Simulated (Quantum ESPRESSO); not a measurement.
## HfO2 (tetragonal): which axis gives way under pressure?

Cell and atoms of tetragonal HfO2 are relaxed at set pressures, to see how each axis shrinks. The phase is followed to these pressures whether or not it stays the stable one.

Calculated with Quantum ESPRESSO 7.5, PBEsol, GBRV 1.5 ultrasoft potentials, cutoff 680 eV, Fermi–Dirac smearing 0.02 eV, k-mesh 8×8×6, no spin polarisation, no spin-orbit coupling.

Reference cell, relaxed at zero pressure with PBEsol (P4_2/nmc): a = 3.5580 Å, b = 3.5580 Å, c = 5.1403 Å, α = 90.00°, β = 90.00°, γ = 90.00°.

```
atom       x       y       z
  Hf  0.0000  0.0000  0.0000
  Hf  0.5000  0.5000  0.5000
   O  0.0000  0.5000  0.2023
   O  0.0000  0.5000  0.7023
   O  0.5000  0.0000  0.2977
   O  0.5000  0.0000  0.7977
```

```
P (GPa)   a (Å)   c (Å)     c/a
  −4.00  3.5772  5.1952  1.4523
   0.00  3.5580  5.1403  1.4447
   5.00  3.5364  5.0834  1.4374
  14.98  3.4981  4.9944  1.4277
  19.98  3.4810  4.9579  1.4243
  29.92  3.4499  4.8958  1.4191
```

**Question.** Give the linear compressibility of each axis at zero pressure, and the edges at 9.99 GPa, a row left out above.

Least squares with l = l0 + l1 P + l2 P² gives for a: l0 = 3.5584 Å, l1 = −4.456e−3 Å/GPa, l2 = 2.80e−5 Å/GPa², so β = −l1/l0 = 1.252 × 10⁻³ GPa⁻¹ and the withheld edge is 3.5167 Å. The run itself gives 3.5165 Å, so the estimate misses by 0.0002 Å; the fitted rows themselves lie up to 0.0005 Å off the law.

Least squares with l = l0 + l1 P + l2 P² gives for c: l0 = 5.1428 Å, l1 = −1.180e−2 Å/GPa, l2 = 1.20e−4 Å/GPa², so β = −l1/l0 = 2.294 × 10⁻³ GPa⁻¹ and the withheld edge is 5.0369 Å. The run itself gives 5.0357 Å, so the estimate misses by 0.0012 Å; the fitted rows themselves lie up to 0.0034 Å off the law.

The compressibilities add to the volume compressibility, 2β_a + β_c = 4.799 × 10⁻³ GPa⁻¹, or B0 ≈ 208 GPa; a parabola over so wide a range errs a few per cent to the stiff side. The c axis is the softest, 1.8 times as compressible as a.

[Logs are printed without paths, hosts, clocks, repeated set-up lines and the standing remarks that a program may print on its own settings, such as how far it seeks lower states.]
